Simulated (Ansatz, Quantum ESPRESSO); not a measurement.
**GaIr (Pm-3m): zone-centre phonons**

Aim: the zone-centre modes of GaIr (Pm-3m).

Program: Quantum ESPRESSO 7.5. Level of theory: DFT LDA, scalar-relativistic, plane waves, JTH PAW pseudopotentials. Results are calculated unless marked as measured.

Report form: the programs' logs are mostly left out.

### 1. Starting point

Symmetry: Pm-3m, No. 221, cubic system. Conventional cell: a = 3.004 Å, b = 3.004 Å, c = 3.004 Å, α = 90.00°, β = 90.00°, γ = 90.00°. Ga has 8 Ir at 2.60 Å nearest. Ir has 8 Ga at 2.60 Å nearest. Farther neighbours are not listed.

Coordinates:

```cif
data_structure
_symmetry_space_group_name_H-M 'Pm-3m'
_symmetry_Int_Tables_number 221
_cell_length_a 3.0040
_cell_length_b 3.0040
_cell_length_c 3.0040
_cell_angle_alpha 90.000
_cell_angle_beta 90.000
_cell_angle_gamma 90.000
_cell_volume 27.11
loop_
_atom_site_label
_atom_site_type_symbol
_atom_site_symmetry_multiplicity
_atom_site_Wyckoff_symbol
_atom_site_fract_x
_atom_site_fract_y
_atom_site_fract_z
_atom_site_occupancy
Ga1 Ga 1 a 0.00000 0.00000 0.00000 1
Ir1 Ir 1 b 0.50000 0.50000 0.50000 1
```

### 2. A probe with smearing

A cheap run with smearing and empty bands tells whether the crystal has a gap, which decides between fixed occupations and smearing later on.

Input file probe.in:

```
 &control
    calculation='scf',
    prefix='x',
    outdir='./tmp',
    pseudo_dir='./pseudo',
    tprnfor=.true.,
    tstress=.true.,
    verbosity='high',
 /
 &system
    ibrav=0,
    nat=2,
    ntyp=2,
    ecutwfc=50.0,
    ecutrho=250.0,
    occupations='smearing',
    smearing='gaussian',
    degauss=0.01,
 /
 &electrons
    conv_thr=1.0d-07,
    mixing_beta=0.7,
    electron_maxstep=100,
 /
ATOMIC_SPECIES
 Ga     69.7230  Ga.upf
 Ir    192.2170  Ir.upf
CELL_PARAMETERS angstrom
     3.004000000    0.000000000    0.000000000
     0.000000000    3.004000000    0.000000000
     0.000000000    0.000000000    3.004000000
ATOMIC_POSITIONS crystal
 Ga     0.000000000   0.000000000   0.000000000
 Ir     0.500000000   0.500000000   0.500000000
K_POINTS automatic
 6 6 6 0 0 0
```

On the command line:

```sh
OMP_NUM_THREADS=1 mpirun -n 4 pw.x -nk 4 -in probe.in > probe.out
```

The job ended after 2.9 s (4 MPI ranks of Arm Neoverse V1, shared host; 11 s of CPU time).

This step gave:

```
volume per atom   : 13.55 Å³
pressure          : -1.959 GPa
gap on the k-mesh : 0 eV
```

No gap opens on this mesh, so smearing is kept; the start stands at -2.0 GPa.

### 3. Relaxing the cell and atoms

Frequencies change by per cents with a per cent of volume, so the structure is first brought to rest at this level of theory.

Input file relax.in:

```
 &control
    calculation='vc-relax',
    prefix='x',
    outdir='./tmp',
    pseudo_dir='./pseudo',
    tprnfor=.true.,
    tstress=.true.,
    forc_conv_thr=2.0d-05,
    etot_conv_thr=1.0d-07,
    nstep=40,
 /
 &system
    ibrav=0,
    nat=2,
    ntyp=2,
    ecutwfc=50.0,
    ecutrho=250.0,
    occupations='smearing',
    smearing='mv',
    degauss=0.02,
 /
 &electrons
    conv_thr=1.0d-11,
    mixing_beta=0.7,
    electron_maxstep=100,
 /
 &ions
 /
 &cell
    press_conv_thr=0.1,
 /
ATOMIC_SPECIES
 Ga     69.7230  Ga.upf
 Ir    192.2170  Ir.upf
CELL_PARAMETERS angstrom
     3.004000000    0.000000000    0.000000000
     0.000000000    3.004000000    0.000000000
     0.000000000    0.000000000    3.004000000
ATOMIC_POSITIONS crystal
 Ga     0.000000000   0.000000000   0.000000000
 Ir     0.500000000   0.500000000   0.500000000
K_POINTS automatic
 10 10 10 0 0 0
```

On the command line:

```sh
OMP_NUM_THREADS=1 mpirun -n 4 pw.x -nk 4 -in relax.in > relax.out
```

Run time: 27 s. Hardware: 4 MPI ranks.

Step by step:

```csv
step,energy less that of the first step (eV),largest force (eV/Å),pressure (GPa),volume (Å³)
1,0.0000,0.0000,-1.75,27.11
2,-0.0009,0.0000,0.56,26.87
3,-0.0010,0.0000,-0.01,26.93
4,-0.0010,0.0000,0.00,26.92
5,-0.0009,0.0000,0.00,26.92
```

```csv
"conventional cell, symmetrised",before,after,change
a (Å),3.004,2.997,-0.2 %
b (Å),3.004,2.997,-0.2 %
c (Å),3.004,2.997,-0.2 %
volume (Å³/atom),13.55,13.46,-0.7 %
```

The relaxed structure:

```xyz
2
Lattice="2.9972 0.0000 0.0000 0.0000 2.9972 0.0000 0.0000 0.0000 2.9972" Properties=species:S:1:pos:R:3 pbc="T T T"
Ga    0.0000    0.0000    0.0000
Ir    1.4986    1.4986    1.4986
```

The last row of the table of steps is pw.x's closing run on a basis chosen anew for the final cell, so its energy can jump.

Read from the output:

* volume per atom: 13.46 Å³
* pressure: 0.003000 GPa

The volume changes by -0.7 % from the cell with which this run began.

### 4. Ground state

Perturbation theory inherits every error of the wavefunctions, so the threshold is set near the limit of the arithmetic. Smearing stays on, as the first look found no gap above 0.3 eV.

Input file scf.in:

```
 &control
    calculation='scf',
    prefix='x',
    outdir='./tmp',
    pseudo_dir='./pseudo',
    tprnfor=.true.,
    tstress=.true.,
 /
 &system
    ibrav=0,
    nat=2,
    ntyp=2,
    ecutwfc=50.0,
    ecutrho=250.0,
    occupations='smearing',
    smearing='mv',
    degauss=0.02,
 /
 &electrons
    conv_thr=1.0d-12,
    mixing_beta=0.7,
    electron_maxstep=100,
 /
ATOMIC_SPECIES
 Ga     69.7230  Ga.upf
 Ir    192.2170  Ir.upf
CELL_PARAMETERS angstrom
     2.997159495    0.000000000    0.000000000
     0.000000000    2.997159495    0.000000000
     0.000000000    0.000000000    2.997159495
ATOMIC_POSITIONS crystal
 Ga     0.000000000   0.000000000   0.000000000
 Ir     0.500000000   0.500000000   0.500000000
K_POINTS automatic
 12 12 12 0 0 0
```

On the command line:

```sh
OMP_NUM_THREADS=1 mpirun -n 4 pw.x -nk 4 -in scf.in > scf.out
```

Elapsed: 8.3 s, on 4 MPI ranks.

Numbers from this step:

```
pressure : 0.168 GPa
```

The cell stands at 0.17 GPa, close enough for phonons.

### 5. Linear response at Γ

At q = 0 one unit cell holds all displacements; symmetry groups them into irreducible representations that are solved one by one. With smeared occupations no response to a homogeneous field can be asked.

Input file ph.in:

```
phonons
 &inputph
    prefix='x',
    outdir='./tmp',
    fildyn='g.dyn',
    tr2_ph=1.0d-18,
    alpha_mix(1)=0.4,
    nmix_ph=8,
 /
0.000000000 0.000000000 0.000000000
```

On the command line:

```sh
OMP_NUM_THREADS=1 mpirun -n 4 ph.x -nk 4 -in ph.in > ph.out
```

It took 1.9 min on 4 MPI ranks; 7.5 min of CPU time.

Read from the output:

* largest acoustic frequency at the zone centre before the sum rule: -1.93 cm⁻¹
* highest optical zone-centre mode (no LO-TO term): 181.6 cm⁻¹
* lowest optical zone-centre mode: 181.6 cm⁻¹

Optical modes; normalised displacements of the dynamical-matrix file. Modes at Γ, with each element's share of the kinetic energy:

```csv
mode,frequency (cm⁻¹),symmetry,Ga %,Ir %
1,181.6,T1u,73,27
2,181.6,T1u,73,27
3,181.6,T1u,73,27
```

Displacements in mode 2 (181.6 cm⁻¹), the largest set to 1:
```
Ga1  0.00  0.00 -1.00
Ir2  0.00  0.00  0.36
```

The acoustic modes at Γ come out as far as 1.9 cm⁻¹ from zero, where they should vanish, a small numerical error.

### 6. Modes with the sum rule

A rigid shift of the crystal must cost nothing, but grids and finite bases break this; the acoustic sum rule is imposed before the matrix is diagonalised again.

Input file dynmat.in:

```
 &input
    fildyn='g.dyn',
    asr='simple',
 /
```

On the command line:

```sh
dynmat.x -in dynmat.in > dynmat.out
```

Wall time 0.45 s (1 thread).

Numbers from this step:

```yaml
highest_optical_zone_centre_mode_no_lo_to_term: 181.7 cm⁻¹
lowest_optical_zone_centre_mode: 181.7 cm⁻¹
```

Zone-centre frequencies as printed; negative means imaginary. Modes:

```csv
mode,frequency (cm⁻¹)
1,0
2,0
3,0
4,181.7
5,181.7
6,181.7
```

The rule moves no optical mode by more than 0.1 cm⁻¹.

### 7. Sum rules set otherwise (asr no)

Without the rule the raw error of the acoustic modes shows.

Input file dynmat.in:

```
 &input
    fildyn='g.dyn',
    asr='no',
 /
```

On the command line:

```sh
dynmat.x -in dynmat.in > dynmat.out
```

Wall time 0.45 s (1 thread).

Numbers from this step:

```yaml
highest_optical_zone_centre_mode_no_lo_to_term: 181.6 cm⁻¹
lowest_optical_zone_centre_mode: 181.6 cm⁻¹
```

Zone-centre frequencies as printed; negative means imaginary. Modes:

```csv
mode,frequency (cm⁻¹)
1,-1.93
2,-1.93
3,-1.93
4,181.6
5,181.6
6,181.6
```

Against the first rule no mode moves by more than 2.0 cm⁻¹.

### 8. Sum rules set otherwise (asr crystal)

The rule can be imposed in more than one way; the choices should agree where the raw error is small.

Input file dynmat.in:

```
 &input
    fildyn='g.dyn',
    asr='crystal',
 /
```

On the command line:

```sh
dynmat.x -in dynmat.in > dynmat.out
```

Run time: 0.45 s. Hardware: 1 thread.

Zone-centre frequencies as printed; negative means imaginary. Modes:

```csv
mode,frequency (cm⁻¹)
1,0
2,0
3,0
4,181.6
5,181.6
6,181.6
```

Against the first rule no mode moves by more than 0.1 cm⁻¹.

### 9. The same in Ansatz

The same cell goes through another code, with its own cutoff. The potentials differ. Its k mesh is centred on Γ.

This step: DFT LDA, scalar-relativistic, plane waves, PseudoDojo norm-conserving pseudopotentials (Ansatz 0.2.0).

Input file input.yaml:

```yaml
crystal:
  lattice:
    - [2.997159495, 0.0, 0.0]
    - [0.0, 2.997159495, 0.0]
    - [0.0, 0.0, 2.997159495]
  atoms:
    - { symbol: Ga, position: [0.0, 0.0, 0.0] }
    - { symbol: Ir, position: [0.5, 0.5, 0.5] }
kpoints:
  mp_grid: { grid: [12, 12, 12] }
hamiltonian:
  xc: lda
  pseudopotentials: { kind: nc, accuracy: standard }
scf:
  occupations: { method: cold, width: 0.27211 }
output:
  eigenvalues: true
phonons:
  method: dfpt
```

On the command line:

```sh
ansatz run input.yaml --threads 4 --pin off --max-ram 8192MiB --backend cpu --events-out ev --progress --plain --runs-dir out
```

Elapsed: 25 s, on 4 threads; peak memory 1.2 GiB; 99 s of CPU time.

Numbers from this step:

| Property | Result |
| --- | --- |
| sum-rule residual before enforcement | 1.53e-4 eV/Å² |
| highest optical zone-centre mode (no LO-TO term) | 179.6 cm⁻¹ |
| lowest optical zone-centre mode | 179.6 cm⁻¹ |

### 10. Side by side: QE JTH and Ansatz, PseudoDojo

Numbers from this step:

```
root-mean-square difference : 2.04 cm⁻¹
largest difference          : 2.04 cm⁻¹
```

Frequencies side by side, by row:

```csv
q (reciprocal lattice),mode,QE JTH (cm⁻¹),"Ansatz, PseudoDojo (cm⁻¹)"
0 0 0,1,0,0
0 0 0,2,0,0
0 0 0,3,0,0
0 0 0,4,181.7,179.6
0 0 0,5,181.7,179.6
0 0 0,6,181.7,179.6
```

At the zone centre the largest difference (acoustic modes at Γ apart) is 1 % of the highest mode.

### 11. Results

| Property | Result |
| --- | --- |
| space group after relaxation | Pm-3m |
| volume per atom | 13.5 Å³ |
| highest optical zone-centre mode (no LO-TO term) | 181.7 cm⁻¹ |
| imaginary optical modes at the zone centre (no q mesh in this session) | none |
| largest difference from Ansatz, PseudoDojo | 2.04 cm⁻¹ |

In words: At the LDA level the optical modes of GaIr (Pm-3m) at the zone centre lie at 182 cm⁻¹. QE JTH and Ansatz, PseudoDojo differ by 2.0 cm⁻¹ in the root mean square and by 2.0 cm⁻¹ at most, 1.1 % of the highest mode compared (acoustic modes at Γ left out); the two use different potentials, and the cell was not relaxed for the second set. These are harmonic frequencies at zero temperature: anharmonic shifts and linewidths and thermal expansion are left out. Spin-orbit coupling is left out, which can matter for the heavy elements here. In a metal the frequencies hang on the k mesh and the smearing, most of all near Kohn anomalies.

[Host names and launcher messages were left out of these logs when they were recorded.]

[Logs are printed without paths, hosts, clocks, repeated set-up lines and the standing remarks that a program may print on its own settings, such as how far it seeks lower states.]

[Hosts, paths, dates, database ids (printed as entryN), source tags and the programs' standing remarks are cut or masked in the printed files.]
